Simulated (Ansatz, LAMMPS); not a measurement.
# Amorphous 71SiO2-29Al2O3 (mol %) (100 atoms): geometry optimisation, part 2 of 2

How does amorphous 71SiO2-29Al2O3 (mol %) (100 atoms) relax, and what do bonds, charges and levels look like afterwards?

Ansatz 0.2.0; Kohn-Sham DFT, PBE, PAW (set soft_2), plane waves.

The cell: 20 Si, 16 Al and 64 O. The quench rate of 50 K/ps is many orders above laboratory rates. The starting topology of bonds comes from the classical model. Only the Γ point is sampled in the main run, in a cell whose shortest periodic width is 11 Å.

So far. Step 4 (Cell and atoms relaxed): The relaxation changed the energy by -47.6 meV/atom, and atoms moved by 0.34 Å r.m.s., 0.77 Å at most.

## Step 6: Single point at the relaxed geometry

One more single point at the end of the walk gives the fuller output and checks the residual forces.

input.yaml reads:

```yaml
crystal:
  lattice:
    - [10.95254, 0.45666, -0.12254]
    - [0.45666, 10.97561, -0.21359]
    - [-0.12254, -0.21359, 11.02372]
  atoms:
    - { symbol: Si, position: [0.96204, 0.28809, 0.40127] }
    - { symbol: Si, position: [0.74922, 0.87573, 0.81951] }
    - { symbol: Si, position: [0.75672, 0.68445, 0.61631] }
    - { symbol: Si, position: [0.80104, 0.28043, 0.85442] }
    - { symbol: Si, position: [0.2407, 0.96, 0.98661] }
    - { symbol: Si, position: [0.03048, 0.93797, 0.15798] }
    - { symbol: Si, position: [0.45806, 0.40494, 0.07052] }
    - { symbol: Si, position: [0.16893, 0.22272, 0.99828] }
    - { symbol: Si, position: [0.36974, 0.29212, 0.5919] }
    - { symbol: Si, position: [0.15906, 0.72334, 0.8327] }
    - { symbol: Si, position: [0.73571, 0.13213, 0.38812] }
    - { symbol: Si, position: [0.42863, 0.64194, 0.79951] }
    - { symbol: Si, position: [0.14488, 0.8836, 0.4001] }
    - { symbol: Si, position: [0.51495, 0.34216, 0.35926] }
    - { symbol: Si, position: [0.14974, 0.32809, 0.74057] }
    - { symbol: Si, position: [0.85931, 0.08072, 0.64842] }
    - { symbol: Si, position: [0.33126, 0.67116, 0.3002] }
    - { symbol: Si, position: [0.5256, 0.36095, 0.80855] }
    - { symbol: Si, position: [0.94547, 0.46974, 0.60567] }
    - { symbol: Si, position: [0.67365, 0.87775, 0.24757] }
    - { symbol: Al, position: [0.18866, 0.49908, 0.98545] }
    - { symbol: Al, position: [0.99213, 0.67562, 0.45832] }
    - { symbol: Al, position: [0.70113, 0.44632, 0.20205] }
    - { symbol: Al, position: [0.39608, 0.16868, 0.18306] }
    - { symbol: Al, position: [0.483, 0.76159, 0.54103] }
    - { symbol: Al, position: [0.37061, 0.03012, 0.45236] }
    - { symbol: Al, position: [0.8858, 0.19085, 0.0844] }
    - { symbol: Al, position: [0.60769, 0.63288, 0.36291] }
    - { symbol: Al, position: [0.97765, 0.8589, 0.63121] }
    - { symbol: Al, position: [0.94859, 0.71429, 0.9904] }
    - { symbol: Al, position: [0.46314, 0.77607, 0.06454] }
    - { symbol: Al, position: [0.9319, 0.42972, 0.04597] }
    - { symbol: Al, position: [0.10146, 0.49889, 0.26328] }
    - { symbol: Al, position: [0.85905, 0.66769, 0.21195] }
    - { symbol: Al, position: [0.54663, 0.99304, 0.00749] }
    - { symbol: Al, position: [0.14149, 0.11549, 0.56886] }
    - { symbol: O, position: [0.59901, 0.45695, 0.34132] }
    - { symbol: O, position: [0.02415, 0.3764, 0.31074] }
    - { symbol: O, position: [0.88943, 0.36812, 0.51264] }
    - { symbol: O, position: [0.20891, 0.09244, 0.9245] }
    - { symbol: O, position: [0.16893, 0.96901, 0.11386] }
    - { symbol: O, position: [0.80955, 0.81928, 0.21839] }
    - { symbol: O, position: [0.63971, 0.66664, 0.52446] }
    - { symbol: O, position: [0.60386, 0.791, 0.33049] }
    - { symbol: O, position: [0.61227, 0.22679, 0.38695] }
    - { symbol: O, position: [0.06124, 0.76436, 0.72995] }
    - { symbol: O, position: [0.18054, 0.34509, 0.89568] }
    - { symbol: O, position: [0.69807, 0.77109, 0.72483] }
    - { symbol: O, position: [0.08442, 0.4725, 0.10054] }
    - { symbol: O, position: [0.99143, 0.63168, 0.30411] }
    - { symbol: O, position: [0.25742, 0.37702, 0.65833] }
    - { symbol: O, position: [0.26427, 0.23715, 0.10787] }
    - { symbol: O, position: [0.47584, 0.27329, 0.69671] }
    - { symbol: O, position: [0.44049, 0.65595, 0.40931] }
    - { symbol: O, position: [0.86003, 0.20067, 0.73384] }
    - { symbol: O, position: [0.85104, 0.80695, 0.90399] }
    - { symbol: O, position: [0.38443, 0.08961, 0.31217] }
    - { symbol: O, position: [0.82903, 0.35354, 0.14317] }
    - { symbol: O, position: [0.59032, 0.8717, 0.11432] }
    - { symbol: O, position: [0.67128, 0.33948, 0.80278] }
    - { symbol: O, position: [0.44999, 0.32763, 0.21697] }
    - { symbol: O, position: [0.03681, 0.5473, 0.53317] }
    - { symbol: O, position: [0.2508, 0.79875, 0.33497] }
    - { symbol: O, position: [0.31908, 0.16029, 0.5523] }
    - { symbol: O, position: [0.43617, 0.71961, 0.68047] }
    - { symbol: O, position: [0.6954, 0.01598, 0.30436] }
    - { symbol: O, position: [0.41769, 0.35701, 0.46961] }
    - { symbol: O, position: [0.1347, 0.18705, 0.71338] }
    - { symbol: O, position: [0.02676, 0.41681, 0.71981] }
    - { symbol: O, position: [0.24308, 0.55913, 0.29758] }
    - { symbol: O, position: [0.87975, 0.39249, 0.89988] }
    - { symbol: O, position: [0.77, 0.09283, 0.52852] }
    - { symbol: O, position: [0.02683, 0.24738, 0.03804] }
    - { symbol: O, position: [0.46033, 0.91417, 0.51684] }
    - { symbol: O, position: [0.21235, 0.9845, 0.48362] }
    - { symbol: O, position: [0.83332, 0.9513, 0.71988] }
    - { symbol: O, position: [0.87802, 0.59688, 0.06453] }
    - { symbol: O, position: [0.99834, 0.01951, 0.60817] }
    [... 16 atom lines left out ...]
    - { symbol: O, position: [0.01688, 0.80084, 0.10318] }
    - { symbol: O, position: [0.63879, 0.95877, 0.88101] }
    - { symbol: O, position: [0.08902, 0.633, 0.92555] }
    - { symbol: O, position: [0.33291, 0.49051, 0.05147] }
    - { symbol: O, position: [0.514, 0.12593, 0.08509] }
    - { symbol: O, position: [0.07365, 0.80421, 0.49618] }
kpoints:
  mp_grid: { grid: [1, 1, 1] }
hamiltonian:
  xc: pbe
scf:
  occupations: { method: fermi_dirac, width: 0.025 }
output:
  forces: true
  stress: true
  populations: true
  dos:
    method: { smearing: { sigma: 0.08 } }
    de: 0.05
    projected: { site_lists: { Al: [Al], O: [O], Si: [Si] } }
  eigenvalues: true
  write_density: true
  write_potential: true
  volumetric_format: npy
```

The run is started by

```sh
$ ansatz run input.yaml --threads 4 --pin off --max-ram 8192MiB --backend cpu --events-out ev --progress --plain --runs-dir out
```

Elapsed: 27 s, on 4 threads of Arm Neoverse V1, shared host; peak memory 1.6 GiB; 99 s of CPU time.

The run gave:

- free energy: -57746.0973 eV
- free energy per atom: -577.4610 eV/atom
- SCF cycles: 9
- pressure: 0.002142 GPa
- r.m.s. force component: 0.00718 eV/Å
- longest force: 0.03379 eV/Å
- Fermi energy: 5.11 eV
- gap (highest filled to lowest empty level): 3.681 eV
- spilling of the projection: 0.01158

Löwdin charges by element and coordination (they lack the spilled electrons, 0.059 e an atom on average):

| element | coordination | atoms | mean charge (e) | spread | least | most |
| --- | --- | --- | --- | --- | --- | --- |
| Al | all | 16 | 1.38 | 0.0253 | 1.33 | 1.41 |
| Al | 4 | 12 | 1.39 | 0.0227 | 1.33 | 1.41 |
| Al | 5 | 4 | 1.36 | 0.0216 | 1.34 | 1.39 |
| O | all | 64 | -0.803 | 0.0352 | -0.900 | -0.742 |
| O | 2 | 44 | -0.803 | 0.0365 | -0.900 | -0.753 |
| O | 3 | 20 | -0.804 | 0.032 | -0.859 | -0.742 |
| Si | all | 20 | 1.76 | 0.0146 | 1.73 | 1.78 |

States in the cell by windows of 1 eV, zero at the Fermi level; the larger projections on atomic orbitals stand beside the total:

| from (eV) | to (eV) | total | O p | Si p | Al p |
| --- | --- | --- | --- | --- | --- |
| -18 | -17 | 5.4 | 0.0 | 0.0 | 0.7 |
| -17 | -12 | 0.0 | 0.0 | 0.0 | 0.0 |
| -12 | -11 | 6.7 | 4.4 | 0.2 | 0.1 |
| -11 | -10 | 11.5 | 7.8 | 0.6 | 0.1 |
| -10 | -9 | 17.5 | 12.4 | 1.3 | 0.3 |
| -9 | -8 | 29.0 | 21.9 | 3.3 | 0.8 |
| -8 | -7 | 40.4 | 31.4 | 4.4 | 1.5 |
| -7 | -6 | 47.6 | 38.7 | 3.4 | 2.9 |
| -6 | -5 | 56.7 | 49.5 | 2.3 | 2.1 |
| -5 | -4 | 65.5 | 60.6 | 1.5 | 1.2 |
| -4 | -3 | 70.5 | 66.8 | 1.1 | 0.9 |
| -3 | -2 | 35.8 | 34.2 | 0.2 | 0.6 |
| -2 | -1 | 2.7 | 2.6 | 0.0 | 0.1 |
| -1 | 1 | 0.0 | 0.0 | 0.0 | 0.0 |
| 1 | 2 | 2.0 | 0.1 | 0.0 | 0.1 |
| 2 | 3 | 0.0 | 0.0 | 0.0 | 0.0 |
| 3 | 4 | 11.2 | 1.4 | 1.3 | 2.2 |
| 4 | 5 | 18.0 | 2.1 | 2.7 | 5.1 |

Between -23 and -18 eV lie 123 more states.

The levels nearest the highest filled one (over half full), pooled over k-points and spins:

| level less the highest filled one (eV) | occupation |
| --- | --- |
| -0.549 | 2 |
| -0.518 | 2 |
| -0.501 | 2 |
| -0.440 | 2 |
| -0.156 | 2 |
| 0 | 2 |
| 3.68 | 0 |
| 5.08 | 0 |
| 5.09 | 0 |
| 5.44 | 0 |
| 5.52 | 0 |
| 5.62 | 0 |

Electrostatic potential energy in the bc plane at fractional x = 0.473, with atoms of Si and Al and O within 0.2 Å of it. With pseudopotentials it is smooth inside the atoms' cores, unlike the true potential.

Values in eV, 13 rows by 16 columns, each cell a mean:
```
 -2   6  10  10 -11 -36  -6   6   8   9  -7 -29  -4   5   5  -1
  7   8  10  10   0 -18  -6   5   6   1 -15 -19   5  10   9   7
 10  10  10   9   2 -23 -22 -19 -30 -19 -35  -6   8  10  10  10
 10  10  10  -2 -31 -12   1  -3  -9   0  -6 -14   3  10  10  10
 10  10  10   1 -18   0   8  10  10   9   5 -17  -4   6  10  10
  9   9   8   6   3   5   8  10  10   9   5  -8  -6  -6 -12  -1
  4   5   7   7   6  -5   2   9  10   9   1  -8  -8  -5 -26 -12
  4   6   9   8  -1 -20  -9   6   9   2 -30  -6   5   9   9   7
  9   9   9   6  -8 -33 -18   4   8   6  -1   6   9  10  10   9
 10   8   4   3  -6 -24  -1   7   8   7   7   8   9  10  10  10
  9   5  -5  -2  -6 -24  -3   4   8   9   8   5   4   5   8   9
  6  -4 -17   5   5 -12 -33 -18   5   9   7  -6  -8  -8   5   6
 -5   1   0  10   6 -14 -31 -16   6   9   7  -7  -7  -8   2  -4
```
Columns run along b (11.0 Å; values clipped at the 3rd and 97th percentile), rows up along c (11.0 Å). Atoms in or near the plane, at fractional coordinates: Si at (0.40, 0.07), Al at (0.76, 0.54), Al at (0.78, 0.06), O at (0.27, 0.70), O at (0.91, 0.52), O at (0.50, 0.78), O at (0.33, 0.94), O at (0.70, 0.93).

Valence density in the bc plane at fractional x = 0.473, with atoms of Si and Al and O within 0.2 Å of it. It is the smooth field of the valence electrons, not physical close to the nuclei.

Ten steps, logarithmic in the rise over the least value, from '0' (0.0 e/Å³) to '9' (6.5 e/Å³), each cell a mean:
```
2222111358986321001368864223333
1100001369986311012489974211221
0000000247765322223478863100000
0000000124443456654455532000000
0000001234333579975333321000000
0000012566544589975344432100000
0000025899743356653356764200000
0000025899742123222357875210000
0000013676521000001246764211111
1000011333221000000123432234543
3100001123332100000112211357885
3110000124554210001223211369996
3110000135675310013565432357875
2111001134665310125788532223433
1222111123444211125787531111111
1233211123333221113555321100001
1333221234553211111222211100000
1223222357874210001122211000000
0122222369985210001234431100000
0123333357875321101245542111100
1245654234554332111234432222111
2357874212332333210123221123222
2357764212332233210112211133333
2334432235664322100134442234443
```
Columns run along b (11.0 Å), rows up along c (11.0 Å). Atoms in or near the plane, at fractional coordinates: Si at (0.40, 0.07), Al at (0.76, 0.54), Al at (0.78, 0.06), O at (0.27, 0.70), O at (0.91, 0.52), O at (0.50, 0.78), O at (0.33, 0.94), O at (0.70, 0.93).

Mean Löwdin charges: Al +1.38, O -0.80, Si +1.76 e (they miss 1.2 % of the electrons, so they add up to more than the cell's charge).

Local excerpt of 13 atoms (numbers count through the whole input) about O99, whose charge lies farthest from its element's mean; x, y, z are measured from there.

| atom | x | y | z | distance (Å) | bonds | Löwdin charge (e) |
| --- | --- | --- | --- | --- | --- | --- |
| O99 | 0.00 | 0.00 | 0.00 | 0.00 | 2 | -0.90 |
| Al35 | 0.31 | -1.43 | -0.83 | 1.68 | 4 | 1.41 |
| Al24 | -1.28 | 0.39 | 1.09 | 1.73 | 4 | 1.33 |
| O61 | -0.63 | 2.16 | 1.42 | 2.66 | 3 | -0.75 |
| O80 | -0.34 | 2.20 | -1.63 | 2.76 | 2 | -0.76 |
| O85 | -1.44 | -2.24 | -0.78 | 2.78 | 3 | -0.80 |
| O59 | 0.72 | -2.76 | 0.37 | 2.88 | 3 | -0.81 |
| O52 | -2.69 | 1.10 | 0.26 | 2.92 | 2 | -0.82 |
| O57 | -1.46 | -0.51 | 2.53 | 2.96 | 2 | -0.89 |
| Si7 | -0.48 | 3.04 | -0.21 | 3.09 | 4 | 1.75 |
| O96 | 1.32 | -1.73 | -2.23 | 3.12 | 2 | -0.81 |
| O66 | 1.91 | -1.17 | 2.42 | 3.30 | 2 | -0.76 |
| O81 | 3.04 | 0.78 | -1.44 | 3.46 | 2 | -0.83 |

The column of bonds counts only the pairs O-Si within 2.16 Å, O-Al within 2.43 Å; other neighbours, such as metal atoms beside each other in a compound, aren't counted, and periodic images can show an atom twice.

## Step 7: K-mesh 2×2×2

Large cells are often run on few k-points; this run checks whether the reference had enough.

input.yaml: that of step 6 with these lines changed.

```diff
@@ -8,3 +8,3 @@
 kpoints:
-  mp_grid: { grid: [1, 1, 1] }
+  mp_grid: { grid: [2, 2, 2] }
 hamiltonian:
@@ -22,4 +22 @@
   eigenvalues: true
-  write_density: true
-  write_potential: true
-  volumetric_format: npy
```

The job ended after 4 min (4 threads; peak memory 6 GiB; 16 min of CPU time).

The program notes that it cut back its work space to fit the memory limit.

Geometry and reference: those of the single point at the relaxed geometry.

Forces differ from those of the single point at the relaxed geometry by 2.7 meV/Å r.m.s.; the energy by -0.61 meV/atom and the gap by -0.014 eV. It took 4 min and 9 cycles; the reference's time can't be set against it, since the two runs asked for unlike analyses.

## Step 8: Functional HSE06

HSE06 mixes in a quarter of exact exchange at short range, which counters self-interaction, at a higher cost.

This step: Kohn-Sham DFT, HSE06, PAW (set soft_2), plane waves (Ansatz 0.2.0).

input.yaml: that of step 7 with these lines changed.

```diff
@@ -8,5 +8,5 @@
 kpoints:
-  mp_grid: { grid: [2, 2, 2] }
+  mp_grid: { grid: [1, 1, 1] }
 hamiltonian:
-  xc: pbe
+  xc: hse06
 scf:
```

Elapsed: 5.3 min, on 4 threads; peak memory 3.9 GiB; 20 min of CPU time.

The program notes that the exchange threshold is loose for the stress and the SCF threshold is loose for the stress.

Geometry and reference: those of the single point at the relaxed geometry.

Forces differ from those of the single point at the relaxed geometry by 168 meV/Å r.m.s.; the pressure by -5.0 GPa and the gap by +1.7 eV. It took 5.3 min and 16 cycles; the reference's time can't be set against it, since the two runs asked for unlike analyses.

Read from the output:

```yaml
free_energy: -57756.2632 eV
free_energy_per_atom: -577.5626 eV/atom
scf_cycles: 16
pressure: -4.998 GPa
r_m_s_force_component: 0.1683 eV/Å
longest_force: 0.5944 eV/Å
fermi_energy: 4.719 eV
spacing_of_highest_filled_and_lowest_empty_level: 5.399 eV
spilling_of_the_projection: 0.01186
```

Length of the force by element and coordination:

| element | coordination | atoms | mean length of the force (eV/Å) | spread | least | most |
| --- | --- | --- | --- | --- | --- | --- |
| Al | all | 16 | 0.117 | 0.0527 | 0.0525 | 0.220 |
| Al | 4 | 12 | 0.117 | 0.0573 | 0.0525 | 0.220 |
| Al | 5 | 4 | 0.119 | 0.0349 | 0.0919 | 0.179 |
| O | all | 64 | 0.330 | 0.130 | 0.0698 | 0.594 |
| O | 2 | 44 | 0.372 | 0.125 | 0.0698 | 0.594 |
| O | 3 | 20 | 0.237 | 0.0868 | 0.0826 | 0.416 |
| Si | all | 20 | 0.0894 | 0.0402 | 0.0365 | 0.208 |

Löwdin charges by element and coordination (they lack the spilled electrons, 0.061 e an atom on average):

| element | coordination | atoms | mean charge (e) | spread | least | most |
| --- | --- | --- | --- | --- | --- | --- |
| Al | all | 16 | 1.44 | 0.0264 | 1.39 | 1.47 |
| Al | 4 | 12 | 1.45 | 0.0234 | 1.39 | 1.47 |
| Al | 5 | 4 | 1.42 | 0.0219 | 1.39 | 1.45 |
| O | all | 64 | -0.835 | 0.0361 | -0.936 | -0.772 |
| O | 2 | 44 | -0.835 | 0.0379 | -0.936 | -0.783 |
| O | 3 | 20 | -0.835 | 0.0318 | -0.889 | -0.772 |
| Si | all | 20 | 1.82 | 0.0144 | 1.79 | 1.85 |

States in the cell by windows of 1 eV, zero at the Fermi level; the larger projections on atomic orbitals stand beside the total:

| from (eV) | to (eV) | total | O p | Si p |
| --- | --- | --- | --- | --- |
| -10 | -9 | 29.0 | 22.2 | 3.3 |
| -9 | -8 | 39.0 | 30.6 | 4.2 |
| -8 | -7 | 47.2 | 38.9 | 3.2 |
| -7 | -6 | 54.4 | 47.9 | 2.0 |
| -6 | -5 | 62.7 | 58.3 | 1.3 |
| -5 | -4 | 68.0 | 64.5 | 1.0 |
| -4 | -3 | 40.8 | 39.1 | 0.3 |
| -3 | -2 | 4.0 | 3.8 | 0.0 |
| -2 | 2 | 0.0 | 0.0 | 0.0 |
| 2 | 3 | 2.0 | 0.0 | 0.0 |
| 3 | 4 | 0.0 | 0.0 | 0.0 |
| 4 | 5 | 11.2 | 1.2 | 1.4 |

Between -25 and -10 eV lie 167 more states.

The levels nearest the highest filled one (over half full), pooled over k-points and spins:

| level less the highest filled one (eV) | occupation |
| --- | --- |
| -0.592 | 2 |
| -0.563 | 2 |
| -0.514 | 2 |
| -0.441 | 2 |
| -0.160 | 2 |
| 0 | 2 |
| 5.40 | 0 |
| 6.86 | 0 |
| 6.87 | 0 |
| 7.25 | 0 |
| 7.31 | 0 |
| 7.43 | 0 |

## Step 9: Functional r2SCAN (500 eV)

The meta-GGA r2SCAN uses the kinetic energy density as well as the density and its gradient. Besides, the cutoff goes from 420 to 500 eV.

This step: Kohn-Sham DFT, r2SCAN, PAW (set soft_2), plane waves (Ansatz 0.2.0).

input.yaml: that of step 8 with these lines changed.

```diff
@@ -10,3 +10,3 @@
 hamiltonian:
-  xc: hse06
+  xc: r2scan
 scf:
```

It took 51 s on 4 threads; peak memory 3.3 GiB.

Geometry and reference: those of the single point at the relaxed geometry.

Forces differ from those of the single point at the relaxed geometry by 137 meV/Å r.m.s.; the pressure by -4.9 GPa and the gap by +0.60 eV. It took 51 s and 9 cycles; the reference's time can't be set against it, since the two runs asked for unlike analyses.

## Step 10: Functional PBEsol

PBEsol restores the gradient expansion of exchange for slowly varying densities and usually gives shorter bonds in solids than PBE.

This step: Kohn-Sham DFT, PBEsol, PAW (set soft_2), plane waves (Ansatz 0.2.0).

input.yaml: that of step 9 with these lines changed.

```diff
@@ -10,3 +10,3 @@
 hamiltonian:
-  xc: r2scan
+  xc: pbesol
 scf:
```

Wall time 21 s (4 threads); peak memory 1.6 GiB; 81 s of CPU time.

Geometry and reference: those of the single point at the relaxed geometry.

Forces differ from those of the single point at the relaxed geometry by 46 meV/Å r.m.s.; the pressure by -2.8 GPa and the gap by -0.077 eV.

## Step 11: All settings compared

Differences are against the single point at the relaxed geometry (Kohn-Sham DFT, PBE, PAW (set soft_2), plane waves), whose r.m.s. force component is 0.00718 eV/Å. Energies are set beside the reference only for runs with its functional, potentials and electron count. Times are for 4 threads of Arm Neoverse V1, shared host. The reference's time includes grids, which some other runs skip.

| run | Δ force, r.m.s. (meV/Å) | Δ energy (meV/atom) | Δ pressure (GPa) | Δ gap (eV) | cycles | time | host memory (GiB) |
| --- | --- | --- | --- | --- | --- | --- | --- |
| reference | - | - | - | - | 9 | 27 s | 1.6 |
| k-mesh 2×2×2 | 2.75 | -0.610 | 0.0087 | -0.0137 | 9 | 4 min | 6.0 |
| functional HSE06 | 168 | - | -5.00 | 1.72 | 16 | 5.3 min | 3.9 |
| functional r2SCAN (500 eV) | 137 | - | -4.88 | 0.603 | 9 | 51 s | 3.3 |
| functional PBEsol | 45.8 | - | -2.80 | -0.0766 | 10 | 21 s | 1.6 |

## Step 12: Results

```yaml
energy_change_in_the_relaxation: -47.64 meV/atom
r_m_s_displacement: 0.345 Å
largest_displacement: 0.771 Å
free_energy_per_atom: -577.4610 eV/atom
pressure: 0.002142 GPa
r_m_s_force_component: 0.00718 eV/Å
spacing_of_highest_filled_and_lowest_empty_level: 3.681 eV
wall_time_of_the_7_dft_runs: 15 min
```

In words: Relaxation lowers the energy by 47.6 meV/atom and moves atoms by 0.34 Å r.m.s.; the r.m.s. force component goes from 0.66 to 0.0072 eV/Å. Displacements are taken in the final cell, so they leave out its strain. By the final cutoffs 2 of 145 bonded pairs parted and 5 joined. The cell shrank by 2.1 % in volume. From the first step to the last the energy fell by 4.764 eV, across changes of basis, and the largest move was 0.77 Å (O96). The O-Al bonds change most in mean length: from 1.795 Å (spread 0.108) to 1.819 Å (spread 0.100), and their number from 65 to 68. Counting bonds as in the table, 75 % of Al atoms have 4, 69 % of O atoms have 2 and all Si atoms have 4 bonded neighbours. 69 % of the oxygens bridge two formers (Si and Al) and 0 % are non-bridging; 31 % join three. Between filled and empty levels lie 3.68 eV (at Γ alone); a semilocal functional tends to put such gaps too low. In a disordered cell it changes from sample to sample, and tail or defect levels can set it.

Among the changes of functional, dispersion, potentials or spin, functional HSE06 moves the forces most, by 168 meV/Å r.m.s. The gap changes by +1.72 eV with HSE06.

What to keep in mind: The network of bonds at the start is that of the classical potential that made the cell; in DFT 2 of its 145 bonded pairs passed out of the cutoffs and 5 came within them.

[Logs are printed without paths, hosts, clocks, repeated set-up lines and the standing remarks that a program may print on its own settings, such as how far it seeks lower states.]

[Hosts, paths, dates, database ids (printed as entryN), source tags and the programs' standing remarks are cut or masked in the printed files.]
